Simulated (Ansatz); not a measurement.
# Elastic response of glassy 69GeO2-31ZnO (mol %) (78 atoms), part 2 of 3

Aim: relax glassy 69GeO2-31ZnO (mol %) (78 atoms), then change its volume and shape to read moduli from the stress.

Ansatz 0.2.0; Kohn-Sham DFT, PBE, PAW (set soft_1), plane waves.

The cell: 20 Ge, 9 Zn and 49 O. The quench rate of 20 K/ps far exceeds what a furnace or splat quench reaches. The starting topology of bonds comes from the classical model. The Brillouin zone is sampled at Γ only.

So far. Step 2 (Single point at the start): The r.m.s. force at the start is 1.1 eV/Å. Step 3 (Cell and atoms relaxed): The relaxation converged after 22 steps, with a largest force component of 0.012 eV/Å.

## Step 4: Single point at the relaxed geometry

One more single point at the end of the walk gives the fuller output and checks the residual forces.

Input file input.yaml:

```yaml
crystal:
  lattice:
    - [10.2064, 0.41065, -0.08023]
    - [0.41065, 10.277, -0.14991]
    - [-0.08023, -0.14991, 10.58776]
  atoms:
    - { symbol: Ge, position: [0.41477, 0.07673, 0.32357] }
    - { symbol: Ge, position: [0.76665, 0.36705, 0.6358] }
    - { symbol: Ge, position: [0.52092, 0.33484, 0.8277] }
    - { symbol: Ge, position: [0.62028, 0.01068, 0.53155] }
    - { symbol: Ge, position: [0.18579, 0.03246, 0.51908] }
    - { symbol: Ge, position: [0.10314, 0.96484, 0.19635] }
    [... 66 atom lines left out ...]
    - { symbol: O, position: [0.77492, 0.34646, 0.19961] }
    - { symbol: O, position: [0.15803, 0.20308, 0.9118] }
    - { symbol: O, position: [0.50889, 0.00557, 0.19309] }
    - { symbol: O, position: [0.03603, 0.80799, 0.19015] }
    - { symbol: O, position: [0.68386, 0.13049, 0.02783] }
    - { symbol: O, position: [0.75891, 0.35882, 0.4701] }
kpoints:
  mp_grid: { grid: [1, 1, 1] }
hamiltonian:
  xc: pbe
  pseudopotentials: { kind: paw, azcp: { folder: soft_1 } }
scf:
  occupations: { method: fixed }
output:
  forces: true
  stress: true
  populations: true
  dos:
    method: { smearing: { sigma: 0.15 } }
    de: 0.1
    projected: { site_lists: { Ge: [Ge], O: [O], Zn: [Zn] } }
  eigenvalues: true
  write_density: true
  write_potential: true
  volumetric_format: npy
```

Started as:

```bash
ansatz run input.yaml --threads 4 --pin off --max-ram 8192MiB --backend cpu --events-out ev --progress --plain --runs-dir out
```

Numbers of over 12 decimals in the logs are rounded to 6 here.

What it wrote:

```text
[...]
Crystal: 78 atoms, lattice volume = 1108.491 Å³
Basis set: ecut = 420 eV, 21635 PW (Γ), exchange–correlation on 144×144×144 points (8 copies of the dense FFT grid, shifted against one another)
Bands: 419, of which v1, the nominal top of the filled ones, is band 341 counted from 1 (340 counted from 0)
Symmetry: 1 space group operations
[...]
k-points: 1
[...]
SCF iter   1: F=—  HF=-143593.936920 eV  |F-HF|=—  |Δ(HF+E_count)|=         —  Δρ=1.01e-1  dr2=8.09e1  ethr=3.10e-3  ⟨swp⟩=5.0  Hψ=1422  notcnv=0  defer=73
[...]
SCF iter  13: F=-143569.661134 eV  HF=-143569.661134 eV  |F-HF|=7.48e-9  |Δ(HF+E_count)|=   2.51e-7  Δρ=3.40e-6  dr2=9.76e-8  ethr=1.47e-11  ⟨swp⟩=17.0  Hψ=3621  notcnv=0
SCF 1 converged in 13 iterations: F = -143569.661134 eV  dr2 = 9.76e-8
[...]
SCF converged after 13 iterations
Free energy (F): -143569.661134 eV
[...]
Internal energy: -143569.661134 eV  (E = F + TS)
E sigma→0 (E₀):  -143569.661134 eV
Fermi energy:    4.204493 eV
[...]
--- Forces (eV/Å), atoms counted from 1 ---
  atom   1  Ge    -0.00940073    -0.01227601    -0.00233736
  atom   2  Ge     0.00397660    -0.00462962    -0.00358409
  atom   3  Ge    -0.00640744    -0.00106839    -0.00017730
  atom   4  Ge     0.00370683    -0.00063359     0.00724650
  atom   5  Ge    -0.00283295    -0.00141922     0.00087740
  atom   6  Ge     0.00007576     0.00552312    -0.00156035
  atom   7  Ge     0.00559658    -0.00194826     0.00287511
  atom   8  Ge    -0.00361282     0.00073300     0.00084505
  atom   9  Ge     0.00347485    -0.00121461    -0.00228397
  atom  10  Ge     0.00245398     0.00334667    -0.00352255
  atom  11  Ge     0.00759484    -0.00318292    -0.00925904
  atom  12  Ge    -0.00064837     0.00381378     0.00175942
  atom  13  Ge    -0.00300219    -0.00792435     0.01079774
  atom  14  Ge    -0.00138965     0.00892097     0.00131396
[...]
atom  77  O     -0.00206474    -0.00096643     0.00003642
  atom  78  O     -0.00685045    -0.00711476     0.00743067
  max |Σ_I F_I| component: 4.10e-5 eV/Å
--- Stress (GPa, compression-positive) ---
       -0.007613       0.020337      -0.010252
        0.020337      -0.005679      -0.009215
       -0.010252      -0.009215       0.007191
  P = ⅓ Tr σ = -0.0020 GPa (-0.020 kbar)
--- Band table (eV) ---
[...]
--- Löwdin populations: 78 sites ---
  site symbol       q [e]
     0     Ge     12.5295
     1     Ge     12.5385
     2     Ge     12.5064
[...]
77      O      6.9431
  spilling = 0.006640 (of n_electrons = 682.000000)
```

It took 26 s on 4 threads of Arm Neoverse V1, shared host; peak memory 1.6 GiB; 100 s of CPU time.

Read from the output:

| Property | Result |
| --- | --- |
| free energy | -143569.6611 eV |
| free energy per atom | -1840.6367 eV/atom |
| SCF cycles | 13 |
| pressure | -0.002034 GPa |
| r.m.s. force component | 0.00346 eV/Å |
| longest force | 0.01564 eV/Å |
| Fermi energy | 4.204 eV |
| gap (highest filled to lowest empty level) | 1.947 eV |
| spilling of the projection | 0.00664 |

## Step 5: Volume -3 %

The relaxed cell is scaled evenly and the atoms are relaxed again; the stress at the end gives one point of P(V).

input.yaml, the sections that differ from step 4:

```yaml
crystal:
  lattice:
    - [10.1033, 0.4065, -0.07942]
    - [0.4065, 10.17318, -0.1484]
    - [-0.07942, -0.1484, 10.48081]
  atoms:
    [... the 78 atom lines of step 4 ...]
output:
  forces: true
  eigenvalues: true
  stress: true
relax:
  f_tol: 0.05
  max_steps: 70
# kpoints, hamiltonian, scf: as in step 4
```

What it wrote:

```text
Warning: output.stress: scf.convergence.dr2_threshold = 1e-7 eV (the SCF's general default) is looser than the 7.8e-9 eV advised for a printed stress (1e-10 eV for each atom of the cell: 78). What an SCF threshold leaves in a stress goes as its square root, and in the free energy as the threshold itself, and one threshold admits the most on a small cell: [...]
[...]
Crystal: 78 atoms, lattice volume = 1075.237 Å³
Basis set: ecut = 420 eV, 20993 PW (Γ), exchange–correlation on 144×144×144 points (8 copies of the dense FFT grid, shifted against one another)
Bands: 419, of which v1, the nominal top of the filled ones, is band 341 counted from 1 (340 counted from 0)
Symmetry: 1 space group operations
[...]
k-points: 1
[...]
SCF iter   1: F=—  HF=-143594.284109 eV  |F-HF|=—  |Δ(HF+E_count)|=         —  Δρ=1.04e-1  dr2=8.37e1  ethr=3.10e-3  ⟨swp⟩=5.0  Hψ=1422  notcnv=0  defer=73
[...]
SCF iter   9: F=—  HF=-143569.223265 eV  |F-HF|=—  |Δ(HF+E_count)|=   3.06e-5  Δρ=1.10e-4  dr2=1.08e-4  ethr=8.98e-8  ⟨swp⟩=2.0  Hψ=689  notcnv=0  defer=76
SCF iter  10: F=-143569.223280 eV  HF=-143569.223270 eV  |F-HF|=1.02e-5  |Δ(HF+E_count)|=   5.00e-6  Δρ=3.25e-5  dr2=1.09e-5  ethr=9.16e-9  ⟨swp⟩=12.0  Hψ=2352  notcnv=0
SCF 1 converged in 10 iterations: F = -143569.223280 eV  dr2 = 1.09e-5
[...]
relax step   1: F+E_penalty+E_count = -143569.22328037 eV  Δ(F+E_penalty+E_count) = +0.000e0 eV  max|allowed force component| = 4.026e-1 eV/Å  Δτ_max = 0.0000 Å  (10 SCF iters, dr2 threshold 6.25e-5 eV, accepted)
[...]
relax step   2: F+E_penalty+E_count = -143569.38949063 eV  Δ(F+E_penalty+E_count) = -1.662e-1 eV  max|allowed force component| = 2.368e-1 eV/Å  Δτ_max = 0.0378 Å  (6 SCF iters, dr2 threshold 1.01e-5 eV, accepted)
[...]
relax step   3: F+E_penalty+E_count = -143569.46981754 eV  Δ(F+E_penalty+E_count) = -8.033e-2 eV  max|allowed force component| = 8.893e-2 eV/Å  Δτ_max = 0.0448 Å  (7 SCF iters, dr2 threshold 3.51e-6 eV, accepted)
relax step   4: F+E_penalty+E_count = -143569.40876419 eV  Δ(F+E_penalty+E_count) = +6.105e-2 eV  max|allowed force component| = 4.518e-1 eV/Å  Δτ_max = 0.2000 Å  (11 SCF iters, rejected (line search))
relax step   5: F+E_penalty+E_count = -143569.49220414 eV  Δ(F+E_penalty+E_count) = -2.239e-2 eV  max|allowed force component| = 6.714e-2 eV/Å  Δτ_max = 0.0827 Å  (10 SCF iters, accepted)
relax step   6: F+E_penalty+E_count = -143569.49415615 eV  Δ(F+E_penalty+E_count) = -1.952e-3 eV  max|allowed force component| = 5.066e-2 eV/Å  Δτ_max = 0.1000 Å  (9 SCF iters, accepted)
relax step   7: F+E_penalty+E_count = -143569.49778602 eV  Δ(F+E_penalty+E_count) = -3.630e-3 eV  max|allowed force component| = 8.417e-2 eV/Å  Δτ_max = 0.0358 Å  (9 SCF iters, accepted)
relax step   8: F+E_penalty+E_count = -143569.49945273 eV  Δ(F+E_penalty+E_count) = -1.667e-3 eV  max|allowed force component| = 1.980e-2 eV/Å  Δτ_max = 0.0412 Å  (6 SCF iters, dr2 threshold 4.03e-6 eV, accepted)
[...]
relax step   9: F+E_penalty+E_count = -143569.49945332 eV  Δ(F+E_penalty+E_count) = -5.903e-7 eV  max|allowed force component| = 1.987e-2 eV/Å  Δτ_max = 0.0000 Å  (4 SCF iters, accepted)
SCF converged after 4 iterations
Free energy (F): -143569.499453 eV
[...]
Internal energy: -143569.499453 eV  (E = F + TS)
E sigma→0 (E₀):  -143569.499453 eV
Fermi energy:    4.561644 eV
[...]
Σ components = -143569.499453   (vs F -143569.499453, Δ=0.00e0)
--- Forces (eV/Å), atoms counted from 1 ---
  atom   1  Ge     0.01987408    -0.01014662    -0.00166331
  atom   2  Ge    -0.00373739     0.00521883    -0.00290902
  atom   3  Ge    -0.00940772    -0.00265170     0.01109344
  atom   4  Ge    -0.00005516     0.00327935     0.00843522
[...]
atom  78  O     -0.00307265    -0.00082627     0.00210093
  max |Σ_I F_I| component: 1.08e-4 eV/Å
--- Stress (GPa, compression-positive) ---
        1.683621       0.121611      -0.080409
        0.121611       1.289817      -0.115113
       -0.080409      -0.115113       1.813734
  P = ⅓ Tr σ = 1.5957 GPa (15.957 kbar)
--- Band table (eV) ---
[...]
--- Relaxed structure (9 steps of the walk, 8 accepted, 0 SCFs on fresh bases) ---
  F+E_penalty+E_count = -143569.49945332 eV   max|allowed force component| = 1.987e-2 eV/Å
  atoms:
    - { symbol: Ge, position: [0.410212, 0.073454, 0.323352] }
    - { symbol: Ge, position: [0.770237, 0.367156, 0.636590] }
    - { symbol: Ge, position: [0.521880, 0.336483, 0.828054] }
    - { symbol: Ge, position: [0.617709, 0.011922, 0.534150] }
[...]
- { symbol: O, position: [0.757604, 0.359615, 0.470148] }
```

It took 2.5 min on 4 threads; peak memory 1.5 GiB.

The program notes that the SCF threshold is loose for the stress.

The relaxation converged after 9 steps, 0.276 eV below its start, with a largest force component of 0.020 eV/Å.

Volume -3 %: the energy stands 0.162 eV above that of the reference, at a pressure of 1.60 GPa.

## Step 6: Volume +3 %

The relaxed cell is scaled to another volume.

Input and log are left out; they have the form of those shown for this kind of step.

Wall time 2.4 min (4 threads of Arm Neoverse V1, shared host); peak memory 1.6 GiB.

The relaxation converged after 8 steps, 0.237 eV below its start, with a largest force component of 0.016 eV/Å.

Volume +3 %: the energy stands 0.149 eV above that of the reference, at a pressure of -1.48 GPa.

## Step 7: Volume -6 %

The relaxed cell is scaled to another volume.

Input and log are left out; they have the form of those shown for this kind of step.

Elapsed: 2.4 min, on 4 threads of Arm Neoverse V1, shared host; peak memory 1.5 GiB; 9.3 min of CPU time.

The relaxation converged after 9 steps, 1.20 eV below its start, with a largest force component of 0.037 eV/Å.

Volume -6 %: the energy stands 0.657 eV above that of the reference, at a pressure of 3.16 GPa.

## Step 8: Volume +6 %

The relaxed cell is scaled to another volume.

Input and log are left out; they have the form of those shown for this kind of step.

Wall time 2.2 min (4 threads of Arm Neoverse V1, shared host); peak memory 1.6 GiB; 8.2 min of CPU time.

The relaxation converged after 7 steps, 0.898 eV below its start, with a largest force component of 0.049 eV/Å.

Volume +6 %: the energy stands 0.587 eV above that of the reference, at a pressure of -2.73 GPa.

## Step 9: Volume -10 %

The relaxed cell is scaled to another volume.

Input and log are left out; they have the form of those shown for this kind of step.

The job ended after 2.8 min (4 threads of Arm Neoverse V1, shared host; peak memory 1.5 GiB; 10 min of CPU time).

The relaxation converged after 11 steps, 3.79 eV below its start, with a largest force component of 0.033 eV/Å.

Volume -10 %: the energy stands 1.82 eV above that of the reference, at a pressure of 5.67 GPa.

## Step 10: Stretched by 1 % along x

The relaxed cell is strained along x alone, which gives the stiffness along x and its coupling to y and z.

input.yaml, the sections that differ from step 5:

```yaml
crystal:
  lattice:
    - [10.30846, 0.41065, -0.08023]
    - [0.41476, 10.277, -0.14991]
    - [-0.08103, -0.14991, 10.58776]
  atoms:
    [... the 78 atom lines of step 4 ...]
# kpoints, hamiltonian, scf, output, relax: as in step 5
```

What it wrote:

```text
[...]
Crystal: 78 atoms, lattice volume = 1119.576 Å³
Basis set: ecut = 420 eV, 21881 PW (Γ), exchange–correlation on 144×144×144 points (8 copies of the dense FFT grid, shifted against one another)
Bands: 419, of which v1, the nominal top of the filled ones, is band 341 counted from 1 (340 counted from 0)
Symmetry: 1 space group operations
[...]
k-points: 1
[...]
SCF iter   1: F=—  HF=-143593.653828 eV  |F-HF|=—  |Δ(HF+E_count)|=         —  Δρ=9.99e-2  dr2=8.02e1  ethr=3.10e-3  ⟨swp⟩=5.0  Hψ=1422  notcnv=0  defer=73
[...]
SCF iter  10: F=-143569.577639 eV  HF=-143569.577628 eV  |F-HF|=1.08e-5  |Δ(HF+E_count)|=   9.41e-6  Δρ=3.02e-5  dr2=1.04e-5  ethr=9.16e-9  ⟨swp⟩=11.0  Hψ=2220  notcnv=0
SCF 1 converged in 10 iterations: F = -143569.577639 eV  dr2 = 1.04e-5
[...]
relax step   1: F+E_penalty+E_count = -143569.57763857 eV  Δ(F+E_penalty+E_count) = +0.000e0 eV  max|allowed force component| = 2.601e-1 eV/Å  Δτ_max = 0.0000 Å  (10 SCF iters, dr2 threshold 6.25e-5 eV, accepted)
[...]
relax step   2: F+E_penalty+E_count = -143569.61097459 eV  Δ(F+E_penalty+E_count) = -3.334e-2 eV  max|allowed force component| = 1.650e-1 eV/Å  Δτ_max = 0.0207 Å  (6 SCF iters, dr2 threshold 4.23e-6 eV, accepted)
[...]
relax step   3: F+E_penalty+E_count = -143569.62508782 eV  Δ(F+E_penalty+E_count) = -1.411e-2 eV  max|allowed force component| = 4.735e-2 eV/Å  Δτ_max = 0.0160 Å  (9 SCF iters, accepted)
SCF converged after 9 iterations
Free energy (F): -143569.625088 eV
[...]
Internal energy: -143569.625088 eV  (E = F + TS)
E sigma→0 (E₀):  -143569.625088 eV
Fermi energy:    4.090657 eV
[...]
--- Forces (eV/Å), atoms counted from 1 ---
  atom   1  Ge     0.00578434    -0.00229444     0.00698082
  atom   2  Ge    -0.00609284     0.00821764    -0.00695361
  atom   3  Ge    -0.02350229    -0.02049666     0.00752988
  atom   4  Ge     0.01264273    -0.01087901    -0.02152885
  atom   5  Ge    -0.00622296    -0.00747921    -0.02059526
  atom   6  Ge    -0.01694717    -0.00367769    -0.00370817
  atom   7  Ge    -0.01450840    -0.00428155    -0.01673014
  atom   8  Ge     0.01130193     0.02238748     0.02471593
  atom   9  Ge    -0.01179357     0.00449844    -0.00671998
  atom  10  Ge     0.02330386    -0.00410210    -0.00795658
  atom  11  Ge    -0.02057608     0.00401186    -0.01027674
  atom  12  Ge    -0.01514196     0.00106613    -0.02749595
  atom  13  Ge    -0.03336902    -0.00930554    -0.00300941
  atom  14  Ge     0.01978151    -0.01277332     0.00141239
[...]
atom  77  O      0.00376423    -0.01003098     0.00842358
  atom  78  O     -0.00779581    -0.01962097    -0.00478960
  max |Σ_I F_I| component: 4.33e-5 eV/Å
--- Stress (GPa, compression-positive) ---
       -1.160341      -0.000207       0.014599
       -0.000207      -0.320029      -0.000489
        0.014599      -0.000489      -0.455254
  P = ⅓ Tr σ = -0.6452 GPa (-6.452 kbar)
--- Band table (eV) ---
[...]
--- Relaxed structure (3 steps of the walk, 3 accepted, 0 SCFs on fresh bases) ---
  F+E_penalty+E_count = -143569.62508782 eV   max|allowed force component| = 4.735e-2 eV/Å
  atoms:
    - { symbol: Ge, position: [0.416038, 0.077113, 0.324325] }
    - { symbol: Ge, position: [0.765995, 0.366704, 0.636319] }
    - { symbol: Ge, position: [0.519579, 0.334354, 0.826733] }
    - { symbol: Ge, position: [0.621477, 0.0099803, 0.531478] }
[...]
- { symbol: O, position: [0.758429, 0.358882, 0.470431] }
```

Run time: 53 s. Hardware: 4 threads; peak memory 1.6 GiB; 3.3 min of CPU time.

The relaxation converged after 3 steps, 0.0474 eV below its start, with a largest force component of 0.047 eV/Å.

Stretched by 1 % along x: the energy stands 0.0360 eV above that of the reference, at a pressure of -0.645 GPa.

## Step 11: Compressed by 1 % along x

The relaxed cell is strained along x alone, which gives the stiffness along x and its coupling to y and z.

input.yaml, the sections that differ from step 10:

```yaml
crystal:
  lattice:
    - [10.10434, 0.41065, -0.08023]
    - [0.40654, 10.277, -0.14991]
    - [-0.07943, -0.14991, 10.58776]
  atoms:
    [... the 78 atom lines of step 4 ...]
# kpoints, hamiltonian, scf, output, relax: as in step 10
```

What it wrote:

```text
[...]
Crystal: 78 atoms, lattice volume = 1097.407 Å³
Basis set: ecut = 420 eV, 21429 PW (Γ), exchange–correlation on 144×144×144 points (8 copies of the dense FFT grid, shifted against one another)
Bands: 419, of which v1, the nominal top of the filled ones, is band 341 counted from 1 (340 counted from 0)
Symmetry: 1 space group operations
[...]
k-points: 1
[...]
SCF iter   1: F=—  HF=-143594.065842 eV  |F-HF|=—  |Δ(HF+E_count)|=         —  Δρ=1.02e-1  dr2=8.16e1  ethr=3.10e-3  ⟨swp⟩=5.0  Hψ=1422  notcnv=0  defer=73
[...]
SCF iter   9: F=—  HF=-143569.573342 eV  |F-HF|=—  |Δ(HF+E_count)|=   5.15e-5  Δρ=1.14e-4  dr2=1.17e-4  ethr=8.28e-8  ⟨swp⟩=2.0  Hψ=689  notcnv=0  defer=76
SCF iter  10: F=-143569.573347 eV  HF=-143569.573337 eV  |F-HF|=1.04e-5  |Δ(HF+E_count)|=   5.36e-6  Δρ=3.13e-5  dr2=1.04e-5  ethr=9.16e-9  ⟨swp⟩=11.0  Hψ=2374  notcnv=0
SCF 1 converged in 10 iterations: F = -143569.573347 eV  dr2 = 1.04e-5
[...]
relax step   1: F+E_penalty+E_count = -143569.57334724 eV  Δ(F+E_penalty+E_count) = +0.000e0 eV  max|allowed force component| = 2.764e-1 eV/Å  Δτ_max = 0.0000 Å  (10 SCF iters, dr2 threshold 6.25e-5 eV, accepted)
[...]
relax step   2: F+E_penalty+E_count = -143569.60849062 eV  Δ(F+E_penalty+E_count) = -3.514e-2 eV  max|allowed force component| = 1.787e-1 eV/Å  Δτ_max = 0.0189 Å  (6 SCF iters, dr2 threshold 4.78e-6 eV, accepted)
[...]
relax step   3: F+E_penalty+E_count = -143569.62374650 eV  Δ(F+E_penalty+E_count) = -1.526e-2 eV  max|allowed force component| = 5.055e-2 eV/Å  Δτ_max = 0.0150 Å  (9 SCF iters, accepted)
relax step   4: F+E_penalty+E_count = -143569.61964552 eV  Δ(F+E_penalty+E_count) = +4.101e-3 eV  max|allowed force component| = 9.377e-2 eV/Å  Δτ_max = 0.0731 Å  (9 SCF iters, rejected (line search))
[...]
relax step   5: F+E_penalty+E_count = -143569.62704828 eV  Δ(F+E_penalty+E_count) = -3.302e-3 eV  max|allowed force component| = 2.103e-2 eV/Å  Δτ_max = 0.0356 Å  (9 SCF iters, accepted)
SCF converged after 9 iterations
Free energy (F): -143569.627048 eV
[...]
Internal energy: -143569.627048 eV  (E = F + TS)
E sigma→0 (E₀):  -143569.627048 eV
Fermi energy:    4.321845 eV
[...]
Σ components = -143569.627048   (vs F -143569.627048, Δ=0.00e0)
--- Forces (eV/Å), atoms counted from 1 ---
  atom   1  Ge    -0.00805685    -0.00245680    -0.00558913
  atom   2  Ge    -0.00666649    -0.00146808    -0.00381626
  atom   3  Ge    -0.00200241     0.00616751     0.01081304
  atom   4  Ge     0.00287783     0.00030598     0.00753744
[...]
atom  78  O      0.00215285     0.00230258    -0.00248854
  max |Σ_I F_I| component: 3.03e-5 eV/Å
--- Stress (GPa, compression-positive) ---
        1.035389       0.027960      -0.031564
        0.027960       0.212184      -0.036866
       -0.031564      -0.036866       0.412246
  P = ⅓ Tr σ = 0.5533 GPa (5.533 kbar)
--- Band table (eV) ---
[...]
--- Relaxed structure (5 steps of the walk, 4 accepted, 0 SCFs on fresh bases) ---
  F+E_penalty+E_count = -143569.62704828 eV   max|allowed force component| = 2.103e-2 eV/Å
  atoms:
    - { symbol: Ge, position: [0.412882, 0.075648, 0.322594] }
    - { symbol: Ge, position: [0.768021, 0.367608, 0.635514] }
    - { symbol: Ge, position: [0.522651, 0.335818, 0.829033] }
    - { symbol: Ge, position: [0.618502, 0.011057, 0.531783] }
[...]
- { symbol: O, position: [0.758818, 0.358606, 0.470116] }
```

It took 88 s on 4 threads; peak memory 1.6 GiB.

The relaxation converged after 5 steps, 0.0537 eV below its start, with a largest force component of 0.021 eV/Å.

Compressed by 1 % along x: the energy stands 0.0341 eV above that of the reference, at a pressure of 0.553 GPa.

(Continued in part 3 of 3.)

[Logs are printed without paths, hosts, clocks, repeated set-up lines and the standing remarks that a program may print on its own settings, such as how far it seeks lower states.]

[Hosts, paths, dates, database ids (printed as entryN), source tags and the programs' standing remarks are cut or masked in the printed files.]
